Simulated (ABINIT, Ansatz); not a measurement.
**How the form of the self-energy moves the gap of K2TaNbO6 (P4/mmm)**

The structure is tetragonal, space group P4/mmm (No. 123). The conventional cell has a = 4.052 Å, b = 4.052 Å, c = 8.100 Å, α = 90.00°, β = 90.00°, γ = 90.00°. Nearest to K lie 12 O at 2.86 to 2.87 Å. Nearest to Ta lie 6 O at 2.01 to 2.03 Å. Nearest to Nb lie 6 O at 2.03 to 2.04 Å. Nearest to O lie 1 Ta at 2.01 Å and 1 Nb at 2.04 Å and 4 K at 2.86 Å. O has 2 Ta at 2.03 Å and 4 K at 2.87 Å nearest. Nearest to O lie 2 Nb at 2.03 Å and 4 K at 2.86 Å. Farther neighbours, and contacts between anions beyond the nearest, are not listed.

```yaml
method: RPA screening on LDA, plane waves, norm-conserving pseudopotentials (and 4 further levels or steps)
program: ABINIT 10.8.3
settings: cutoff 37 Ha, PseudoDojo scalar-relativistic 0.4.1 standard, norm-conserving, ngkpt (2, 2, 1), nband 128, ecuteps 4.2 Ha, gwcalctyp 2, nfreqre 16, nfreqim 8, inclvkb 2, freqremax 40 eV, spmeth 1, nomegasf 120, shiftk (0, 0, 0), symchi 1, awtr 1, frequency cd, 2×2×1 k-mesh
cost: 9 runs, 10 min in all on 4 MPI ranks of Arm Neoverse N1, shared host
notes: The program’s warnings: Min real frequency set to default [Ha] = and nproc spkpt=  >= nkpt= * nsppol=. The cell and positions are those that the Materials Project relaxed with its own functionals (PBE, PBE+U or r2SCAN), kept fixed. Limits: no spin-orbit coupling. Static COHSEX lies above G0W0: it lacks the factor Z and overstates the Coulomb hole of the filled states. The 2×2×1 mesh is coarse for this cell, which bears on the long-range parts of exchange and screening.
g0w0_godby_needs_plasmon_pole: 2.652 eV
g0w0_von_der_linden_horsch_plasmon_pole: 2.644 eV
g0w0_engel_farid_plasmon_pole: 2.635 eV
one_shot_cohsex: 2.963 eV
one_shot_hartree_fock: 12.741 eV
g0w0_contour_deformation: 2.611 eV
known_limits: short of the basis limit; no spin-orbit coupling; coarse k mesh
```

G0W0, von der Linden-Horsch plasmon pole: −0.008 eV against G0W0, Godby-Needs plasmon pole. G0W0, Engel-Farid plasmon pole: −0.017 eV against G0W0, Godby-Needs plasmon pole.

[Long decimals in the printed logs are rounded to 6 places.]

[Logs are printed without paths, hosts, clocks, repeated set-up lines and the standing remarks that a program may print on its own settings, such as how far it seeks lower states.]

[Paths, hosts, dates, memory and timing lines, banners, echoed tables and standing remarks are left out of the program output; an Ansatz launch command may be rebuilt from the run's recorded settings. Measured values are a selection of at most five: reports struck by readers or far from the other reports are left out. None is set beside runs whose start may be inverted or whose files or cutoffs have a known fault.]

[Runs of the session that timed out or met a known fault of the program may be left out.]

[Hosts, paths, dates, database ids (printed as entryN), source tags and the programs' standing remarks are cut or masked in the printed files.]

[G0W0 gaps are taken among the corrected bands and points alone; a level outside them can change the order at an edge.]

[Where Ansatz stands beside ABINIT at settings called matched, ABINIT's density can come from a denser mesh and the files from another edition; pairs whose starting gaps differed by over 0.03 eV were left out, so agreement reads better than it is.]
